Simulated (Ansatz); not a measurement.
## Au wire along [110], 17 atoms a period: bands along the axis

Wanted: the relaxed geometry and the bands of the Au wire along [110], 17 atoms a period.

Calculated with Ansatz 0.2.0; DFT PBE, plane waves, PAW; relaxation of a wire's period; PAW set soft_1, in the first sound run; inputs show where later runs differ.

## Step 1: Set-up

The cell holds 17 atoms: 17 Au. Its edges and angles: a = 15.120 Å, b = 15.625 Å, c = 2.942 Å, α = 90.0°, β = 90.0°, γ = 90.0°. Vacuum lies along a and b. The structure's axis is c.

## Step 2: The relaxed wire

Band widths follow the bond lengths, so the wire is relaxed first. The atoms and the third cell vector are free; the box across stays fixed as vacuum. A Fermi-Dirac smearing is set since the result may be a metal. The pressure printed is a third of the stress's trace over the whole box, vacuum included; only the stress along the axis is relaxed.

The input, input.yaml:

```yaml
crystal:
  lattice:
    - [15.12, 0.0, 0.0]
    - [0.0, 15.625, 0.0]
    - [0.0, 0.0, 2.9415642097]
  atoms:
    - { symbol: Au, position: [0.224867725, 0.688250274, 0.0] }
    - { symbol: Au, position: [0.224867725, 0.499990164, 0.0] }
    - { symbol: Au, position: [0.5, 0.688250274, 0.0] }
    - { symbol: Au, position: [0.5, 0.499990164, 0.0] }
    - { symbol: Au, position: [0.775132275, 0.688250274, 0.0] }
    - { symbol: Au, position: [0.775132275, 0.499990164, 0.0] }
    - { symbol: Au, position: [0.362433862, 0.2176, 0.5] }
    - { symbol: Au, position: [0.362433862, 0.405860109, 0.5] }
    - { symbol: Au, position: [0.362433862, 0.594120219, 0.5] }
    - { symbol: Au, position: [0.362433862, 0.782380328, 0.5] }
    - { symbol: Au, position: [0.637566138, 0.2176, 0.5] }
    - { symbol: Au, position: [0.637566138, 0.405860109, 0.5] }
    - { symbol: Au, position: [0.637566138, 0.594120219, 0.5] }
    - { symbol: Au, position: [0.637566138, 0.782380328, 0.5] }
    - { symbol: Au, position: [0.224867725, 0.311730055, 0.0] }
    - { symbol: Au, position: [0.5, 0.311730055, 0.0] }
    - { symbol: Au, position: [0.775132275, 0.311730055, 0.0] }
kpoints:
  mp_grid: { grid: [1, 1, 28] }
scf:
  occupations: { method: fermi_dirac, width: 0.05 }
hamiltonian:
  xc: pbe
  pseudopotentials: { kind: paw, azcp: { folder: soft_1 } }
relax:
  cell: { fix: [a, b, alpha, beta, gamma] }
  max_steps: 45
  f_tol: 0.03
```

Started as:

```
$ ansatz run input.yaml --threads 4 --pin off --max-ram 16384MiB --backend cpu --events-out ev --progress --plain --runs-dir out
```

Numbers of over 12 decimals in the logs are rounded to 6 here.

The program printed:

```text
Engine: ansatz 0.2.0, aarch64-unknown-linux-gnu
Pseudopotentials: kind: paw
Pseudopotential: Au, paw, valence charge 19, recommended cutoff 420 eV (normal), soft_1/Au.paw.azcp
Functional definition: PBE
  parameter kappa = 0.804
  parameter beta = 0.066725
  exchange = pbe_x(kappa = kappa, mu = beta*pi^2/3)
  correlation = pbe_c(beta = beta)
Crystal: 17 atoms, lattice volume = 694.945 Å³
Basis set: ecut = 420 eV, 13491 PW (Γ), exchange–correlation on 216×216×40 points (8 copies of the dense FFT grid, shifted against one another)
Bands: 194, of which v1, the nominal top of the filled ones, is band 162 counted from 1 (161 counted from 0)
Symmetry: 8 space group operations
Space group: Pmmm (ITA 47), of the structure as read, at distance tolerance 8.9e-5 Å
k-points: 15 of 28
Non-local potential: Au, projectors of the file, l = 0: 3, l = 1: 2, l = 2: 2, l = 3: 1
PAW form: soft (Blöchl's): semilocal exchange-correlation on the pseudo side does not see the compensation charge
PAW one-centre angular grid: Au, 590 points (default); XC on 64 Gauss nodes
Initial density: superposition of atomic densities (neutral atoms: chi_scale 0, normalization atom)
Initial wavefunctions: pseudopotential atomic-orbital guess
Functional: x = pbe(κ = 0.804, μ = 0.219515), c = pbe(β = 0.066725)
SCF iter   1: F=—  HF=-223567.383293 eV  |F-HF|=—  |Δ(HF+E_count)|=         —  Δρ=3.89e-2  dr2=1.35e1  ethr=3.10e-3  ⟨swp⟩=6.3  Hψ=11030  notcnv=0  defer=80
preconditioner: auto → LDOS  [metal: Δε(μ)=0.017 eV  Ē_g=7.606 eV  σ=0.050 eV  W_gap=0.08  n_scr=146 (ndim 8)  ℏωp=19.3 eV  f_vac=0.482  D(μ)=6.35/eV (n_scr^D=32)  β→1.0]
SCF iter   2: F=—  HF=-223567.899812 eV  |F-HF|=—  |Δ(HF+E_count)|=   5.17e-1  Δρ=4.18e-2  dr2=1.31e1  ethr=3.10e-3  ⟨swp⟩=3.0  Hψ=6473  notcnv=0  defer=331
SCF iter   3: F=—  HF=-223563.905545 eV  |F-HF|=—  |Δ(HF+E_count)|=    3.99e0  Δρ=2.81e-3  dr2=6.70e-2  ethr=3.10e-3  ⟨swp⟩=2.0  Hψ=4915  notcnv=0  defer=335
SCF iter   4: F=—  HF=-223563.901561 eV  |F-HF|=—  |Δ(HF+E_count)|=   3.98e-3  Δρ=1.38e-3  dr2=3.92e-2  ethr=2.08e-5  ⟨swp⟩=2.7  Hψ=5886  notcnv=0  defer=335
SCF iter   5: F=—  HF=-223563.896073 eV  |F-HF|=—  |Δ(HF+E_count)|=   5.49e-3  Δρ=4.37e-4  dr2=9.87e-4  ethr=1.21e-5  ⟨swp⟩=2.0  Hψ=4022  notcnv=0  defer=335
SCF iter   6: F=—  HF=-223563.896667 eV  |F-HF|=—  |Δ(HF+E_count)|=   5.95e-4  Δρ=1.19e-4  dr2=1.42e-4  ethr=3.05e-7  ⟨swp⟩=2.1  Hψ=4040  notcnv=0  defer=335
SCF iter   7: F=—  HF=-223563.896678 eV  |F-HF|=—  |Δ(HF+E_count)|=   1.09e-5  Δρ=3.59e-5  dr2=1.27e-5  ethr=4.40e-8  ⟨swp⟩=2.1  Hψ=3984  notcnv=0  defer=335
SCF iter   8: F=—  HF=-223563.897075 eV  |F-HF|=—  |Δ(HF+E_count)|=   3.97e-4  Δρ=1.33e-5  dr2=8.96e-7  ethr=3.94e-9  ⟨swp⟩=2.4  Hψ=4475  notcnv=0  defer=335
SCF iter   9: F=-223563.897076 eV  HF=-223563.897076 eV  |F-HF|=9.78e-9  |Δ(HF+E_count)|=   6.51e-7  Δρ=3.41e-6  dr2=8.89e-8  ethr=3.10e-11  ⟨swp⟩=5.0  Hψ=10629  notcnv=0
SCF 1 converged in 9 iterations: F = -223563.897076 eV  dr2 = 8.89e-8
  greatest PAW one-centre occupation: 1.000 electrons in one spin orbital (limit 2), on the Au atom at site 15 (counted from 0), in its partial waves of l = 0
relax step   1: F+E_penalty+E_count = -223563.89707605 eV  Δ(F+E_penalty+E_count) = +0.000e0 eV  max|allowed force component| = 4.751e-1 eV/Å  Δτ_max = 0.0000 Å  P = -2.476 GPa  Ω = 694.945 Å³  fix = [a, b, alpha, beta, gamma]  reactions: a -1.561, b -1.759 GPa  (9 SCF iters, dr2 threshold 1.00e-7 eV, accepted)
Crystal: 17 atoms, lattice volume = 661.188 Å³
Basis set: ecut = 420 eV, 12975 PW (Γ), exchange–correlation on 216×216×40 points (8 copies of the dense FFT grid, shifted against one another)
Initial density: handed on by an earlier stage of this run
Initial wavefunctions: those handed on with the density
iter 1 solved again at ethr=1.04e-4 eV; its pass at ethr=3.10e-3 eV (dr2=3.37e-1 eV) is discarded
SCF iter   1: F=—  HF=-223564.459939 eV  |F-HF|=—  |Δ(HF+E_count)|=         —  Δρ=6.29e-3  dr2=3.39e-1  ethr=1.04e-4  ⟨swp⟩=3.9  Hψ=15847  notcnv=0
preconditioner: auto → LDOS  [metal: Δε(μ)=0.036 eV  Ē_g=8.465 eV  σ=0.050 eV  W_gap=0.17  n_scr=144 (ndim 8)  ℏωp=19.7 eV  f_vac=0.487  D(μ)=5.83/eV (n_scr^D=28)  β→1.0]
SCF iter   2: F=—  HF=-223564.483763 eV  |F-HF|=—  |Δ(HF+E_count)|=   2.38e-2  Δρ=6.17e-3  dr2=4.20e-1  ethr=1.04e-4  ⟨swp⟩=3.6  Hψ=5919  notcnv=0
SCF iter   3: F=—  HF=-223564.383752 eV  |F-HF|=—  |Δ(HF+E_count)|=   1.00e-1  Δρ=5.76e-4  dr2=2.14e-3  ethr=1.04e-4  ⟨swp⟩=2.3  Hψ=4740  notcnv=0  defer=179
SCF iter   4: F=—  HF=-223564.383820 eV  |F-HF|=—  |Δ(HF+E_count)|=   6.85e-5  Δρ=2.66e-4  dr2=8.61e-4  ethr=6.63e-7  ⟨swp⟩=3.0  Hψ=6034  notcnv=0  defer=179
SCF iter   5: F=—  HF=-223564.384228 eV  |F-HF|=—  |Δ(HF+E_count)|=   4.08e-4  Δρ=7.81e-5  dr2=2.91e-5  ethr=2.67e-7  ⟨swp⟩=2.0  Hψ=4135  notcnv=0  defer=179
SCF iter   6: F=—  HF=-223564.384235 eV  |F-HF|=—  |Δ(HF+E_count)|=   6.21e-6  Δρ=2.33e-5  dr2=4.08e-6  ethr=9.01e-9  ⟨swp⟩=2.2  Hψ=4579  notcnv=0  defer=179
SCF iter   7: F=-223564.384236 eV  HF=-223564.384236 eV  |F-HF|=1.46e-7  |Δ(HF+E_count)|=   1.24e-6  Δρ=6.57e-6  dr2=4.11e-7  ethr=5.26e-10  ⟨swp⟩=4.8  Hψ=9701  notcnv=0
SCF 2 converged in 7 iterations: F = -223564.384236 eV  dr2 = 4.11e-7
relax step   2: F+E_penalty+E_count = -223564.38423567 eV  Δ(F+E_penalty+E_count) = -4.872e-1 eV  max|allowed force component| = 4.557e-1 eV/Å  Δτ_max = 0.1222 Å  P = +1.866 GPa  Ω = 661.188 Å³  energy of the carried Pulay correction = +5.112e-3 eV  fix = [a, b, alpha, beta, gamma]  reactions: a +2.275, b +1.689 GPa  (7 SCF iters, dr2 threshold 1.70e-6 eV, accepted)
Crystal: 17 atoms, lattice volume = 664.519 Å³
Basis set: ecut = 420 eV, 13015 PW (Γ), exchange–correlation on 216×216×40 points (8 copies of the dense FFT grid, shifted against one another)
iter 1 solved again at ethr=6.08e-5 eV; its pass at ethr=3.10e-3 eV (dr2=1.96e-1 eV) is discarded
SCF iter   1: F=—  HF=-223564.640551 eV  |F-HF|=—  |Δ(HF+E_count)|=         —  Δρ=4.99e-3  dr2=2.04e-1  ethr=6.08e-5  ⟨swp⟩=2.9  Hψ=13679  notcnv=0
preconditioner: auto → LDOS  [metal: Δε(μ)=0.023 eV  Ē_g=8.408 eV  σ=0.050 eV  W_gap=0.12  n_scr=152 (ndim 8)  ℏωp=19.7 eV  f_vac=0.478  D(μ)=6.32/eV (n_scr^D=36)  β→1.0]
SCF iter   2: F=—  HF=-223564.645061 eV  |F-HF|=—  |Δ(HF+E_count)|=   4.51e-3  Δρ=3.54e-3  dr2=2.23e-1  ethr=6.08e-5  ⟨swp⟩=2.7  Hψ=5418  notcnv=0
SCF iter   3: F=—  HF=-223564.597648 eV  |F-HF|=—  |Δ(HF+E_count)|=   4.74e-2  Δρ=6.47e-4  dr2=3.27e-3  ethr=6.08e-5  ⟨swp⟩=2.1  Hψ=4790  notcnv=0
[...]
greatest PAW one-centre occupation: 1.000 electrons in one spin orbital (limit 2), on the Au atom at site 3 (counted from 0), in its partial waves of l = 0
relax step   3: F+E_penalty+E_count = -223564.59749911 eV  Δ(F+E_penalty+E_count) = -2.133e-1 eV  max|allowed force component| = 1.557e-1 eV/Å  Δτ_max = 0.1289 Å  P = -0.019 GPa  Ω = 664.519 Å³  energy of the carried Pulay correction = +4.588e-3 eV  fix = [a, b, alpha, beta, gamma]  reactions: a +0.291, b +0.031 GPa  (7 SCF iters, dr2 threshold 1.70e-6 eV, accepted)
[...]
relax step   4: F+E_penalty+E_count = -223564.64574316 eV  Δ(F+E_penalty+E_count) = -4.824e-2 eV  max|allowed force component| = 6.587e-2 eV/Å  Δτ_max = 0.2000 Å  P = -0.016 GPa  Ω = 660.171 Å³  energy of the carried Pulay correction = +5.273e-3 eV  fix = [a, b, alpha, beta, gamma]  reactions: a +0.110, b -0.017 GPa  (7 SCF iters, dr2 threshold 1.52e-6 eV, accepted)
[...]
relax step   5: F+E_penalty+E_count = -223564.64651382 eV  Δ(F+E_penalty+E_count) = -7.707e-4 eV  max|allowed force component| = 6.640e-2 eV/Å  Δτ_max = 0.0763 Å  P = +0.001 GPa  Ω = 659.184 Å³  energy of the carried Pulay correction = +5.429e-3 eV  fix = [a, b, alpha, beta, gamma]  reactions: a +0.022, b +0.060 GPa  (7 SCF iters, dr2 threshold 2.71e-7 eV, accepted)
[...]
relax step   6: F+E_penalty+E_count = -223564.65032672 eV  Δ(F+E_penalty+E_count) = -3.813e-3 eV  max|allowed force component| = 1.648e-2 eV/Å  Δτ_max = 0.0838 Å  P = +0.053 GPa  Ω = 658.148 Å³  energy of the carried Pulay correction = +5.594e-3 eV  fix = [a, b, alpha, beta, gamma]  reactions: a +0.001, b +0.104 GPa  (7 SCF iters, dr2 threshold 2.76e-7 eV, accepted)
[...]
relax step   7: F+E_penalty+E_count = -223564.65122670 eV  Δ(F+E_penalty+E_count) = -9.000e-4 eV  max|allowed force component| = 4.430e-3 eV/Å  Δτ_max = 0.0165 Å  P = +0.025 GPa  Ω = 658.751 Å³  energy of the carried Pulay correction = +5.498e-3 eV  fix = [a, b, alpha, beta, gamma]  reactions: a +0.022, b +0.059 GPa  (7 SCF iters, dr2 threshold 7.04e-9 eV, accepted)
Initial wavefunctions: pseudopotential atomic-orbital guess (no wavefunctions were taken with the density)
iter 1 solved again at ethr=8.40e-8 eV; its pass at ethr=3.10e-3 eV (dr2=2.71e-4 eV) is discarded
SCF iter   1: F=—  HF=-223564.645072 eV  |F-HF|=—  |Δ(HF+E_count)|=         —  Δρ=1.03e-4  dr2=1.11e-5  ethr=8.40e-8  ⟨swp⟩=4.3  Hψ=22239  notcnv=0
SCF iter   2: F=—  HF=-223564.645605 eV  |F-HF|=—  |Δ(HF+E_count)|=   5.34e-4  Δρ=2.52e-5  dr2=2.73e-6  ethr=3.42e-9  ⟨swp⟩=2.0  Hψ=5343  notcnv=0
SCF iter   3: F=—  HF=-223564.645605 eV  |F-HF|=—  |Δ(HF+E_count)|=   7.31e-7  Δρ=1.30e-5  dr2=1.09e-6  ethr=8.44e-10  ⟨swp⟩=2.2  Hψ=5355  notcnv=0
SCF iter   4: F=—  HF=-223564.645604 eV  |F-HF|=—  |Δ(HF+E_count)|=   2.95e-7  Δρ=3.13e-6  dr2=6.08e-8  ethr=3.37e-10  ⟨swp⟩=2.0  Hψ=4259  notcnv=0
SCF iter   5: F=—  HF=-223564.645604 eV  |F-HF|=—  |Δ(HF+E_count)|=   1.68e-8  Δρ=7.76e-7  dr2=4.27e-9  ethr=1.88e-11  ⟨swp⟩=2.1  Hψ=5229  notcnv=0
SCF iter   6: F=—  HF=-223564.645604 eV  |F-HF|=—  |Δ(HF+E_count)|=   1.05e-9  Δρ=1.84e-7  dr2=2.53e-10  ethr=1.32e-12  ⟨swp⟩=2.1  Hψ=5098  notcnv=0
SCF iter   7: F=-223564.645604 eV  HF=-223564.645604 eV  |F-HF|=2.91e-11  |Δ(HF+E_count)|=  1.16e-10  Δρ=3.87e-8  dr2=8.97e-12  ethr=1.00e-12  ⟨swp⟩=4.7  Hψ=9356  notcnv=0
SCF 8 converged in 7 iterations: F = -223564.645604 eV  dr2 = 8.97e-12
relax step   8: F+E_penalty+E_count = -223564.64560443 eV  Δ(F+E_penalty+E_count) = +5.622e-3 eV  max|allowed force component| = 4.620e-3 eV/Å  Δτ_max = 0.0000 Å  P = +0.025 GPa  Ω = 658.751 Å³  fix = [a, b, alpha, beta, gamma]  reactions: a +0.022, b +0.060 GPa  stress off target by 7.20e-3 GPa on what of the cell is left free  SCF on the basis re-selected at this cell (its energy is not comparable with the rows above)  (7 SCF iters)
basis re-selected at this cell: Δ(F+E_penalty+E_count) = +5.622e-3 eV, ΔP = -0.000 GPa vs the last step (what re-selecting the basis moved, of the pressure what is left beyond the Pulay correction that the steps carried, after the strain that the cell walked since its last selection, with what the two solves' SCF thresholds leave and, on support functions, any second-order correction that the steps lacked; it is no m [...]
SCF converged after 7 iterations
Free energy (F): -223564.645604 eV
Harris-Foulkes:  -223564.645604 eV  (|F-HF|=2.91e-11)
Internal energy: -223564.598620 eV  (E = F + TS)
E sigma→0 (E₀):  -223564.622112 eV
Entropy (-TS):   -0.046984 eV (-2.764 meV/atom)
Fermi energy:    6.117574 eV
--- Per-component energies (eV) ---
  E_band       = -8027.911337
  E_kinetic    = 9822.607005
  E_local      = -178265.437012  (includes V_loc(G=0)·N_el)
  E_nonlocal   = 1669.524713
  E_hartree    = 84959.866712
  E_xc         = -3647.592340
  E_vxc        = -4426.610430  (∫ρ·V_xc dr)
  E_paw        = -165443.579812  (= ΣΔE_a)
  E_vpaw       = -6747.755825  (= ΣTr[D̂ρ^β])
  E_aug_tail   = 0.027688  (compensation charges beyond the density's cutoff)
  E_ewald      = 27339.984424
  E_smearing   = -0.046984  (= −TS)
  E_closure    = -0.000000  (closes the sum)
  Σ components = -223564.645604   (vs F -223564.645604, Δ=0.00e0)
--- Forces (eV/Å), atoms counted from 1 ---
  atom   1  Au     0.00100732    -0.00180991     0.00000000
  atom   2  Au     0.00266327     0.00000000     0.00000000
  atom   3  Au     0.00000000    -0.00462048    -0.00000000
  atom   4  Au    -0.00000000     0.00000000     0.00000000
  atom   5  Au    -0.00100732    -0.00180991    -0.00000000
  atom   6  Au    -0.00266327    -0.00000000    -0.00000000
  atom   7  Au    -0.00018534    -0.00346224    -0.00000000
  atom   8  Au    -0.00073324     0.00116238    -0.00000000
  atom   9  Au    -0.00073324    -0.00116238    -0.00000000
  atom  10  Au    -0.00018534     0.00346224    -0.00000000
  atom  11  Au     0.00018534    -0.00346224     0.00000000
  atom  12  Au     0.00073324     0.00116238     0.00000000
  atom  13  Au     0.00073324    -0.00116238     0.00000000
  atom  14  Au     0.00018534     0.00346224     0.00000000
  atom  15  Au     0.00100732     0.00180991     0.00000000
  atom  16  Au     0.00000000     0.00462048     0.00000000
  atom  17  Au    -0.00100732     0.00180991    -0.00000000
  max |Σ_I F_I| component: 6.51e-19 eV/Å
--- Stress (GPa, compression-positive) ---
        0.022224      -0.000000       0.000000
       -0.000000       0.059644      -0.000000
        0.000000      -0.000000      -0.007198
  P = ⅓ Tr σ = 0.0249 GPa (0.249 kbar)
--- Relaxed structure (7 steps of the walk, 7 accepted, 1 SCFs on fresh bases) ---
  F+E_penalty+E_count = -223564.64560443 eV   max|allowed force component| = 4.620e-3 eV/Å   (the final SCF, on the basis selected at the relaxed cell)
  cell:  # Å, volume = 658.7513 Å³
    - [15.12, 0, 0]
    - [0, 15.625, 0]
    - [0, 0, 2.788365]
  atoms:
    - { symbol: Au, position: [0.220684, 0.677410, 1.1936304877415344e-18] }
    - { symbol: Au, position: [0.217248, 0.5, 2.174278851632388e-18] }
    - { symbol: Au, position: [0.500000, 0.712499, 0] }
    - { symbol: Au, position: [0.500000, 0.5, 0] }
    - { symbol: Au, position: [0.779316, 0.677410, -1.1936304877415332e-18] }
    - { symbol: Au, position: [0.782752, 0.5, -2.1742788516323882e-18] }
    - { symbol: Au, position: [0.349128, 0.220632, 0.5] }
    - { symbol: Au, position: [0.366686, 0.405640, 0.5] }
    - { symbol: Au, position: [0.366686, 0.594360, 0.5] }
    - { symbol: Au, position: [0.349128, 0.779368, 0.5] }
    - { symbol: Au, position: [0.650872, 0.220632, 0.5] }
    - { symbol: Au, position: [0.633314, 0.405640, 0.5] }
    - { symbol: Au, position: [0.633314, 0.594360, 0.5] }
    - { symbol: Au, position: [0.650872, 0.779368, 0.5] }
    - { symbol: Au, position: [0.220684, 0.322590, 1.1936304877415338e-18] }
    - { symbol: Au, position: [0.500000, 0.287501, 0] }
    - { symbol: Au, position: [0.779316, 0.322590, -1.1936304877415334e-18] }
```

The job ended after 5.5 min (4 threads of Arm Neoverse V1, shared host; peak memory 3.2 GiB).

(Continued in part 2 of 2.)

[Logs are printed without paths, hosts, clocks, repeated set-up lines and the standing remarks that a program may print on its own settings, such as how far it seeks lower states.]

[Hosts, paths, dates, database ids (printed as entryN), source tags and the programs' standing remarks are cut or masked in the printed files.]
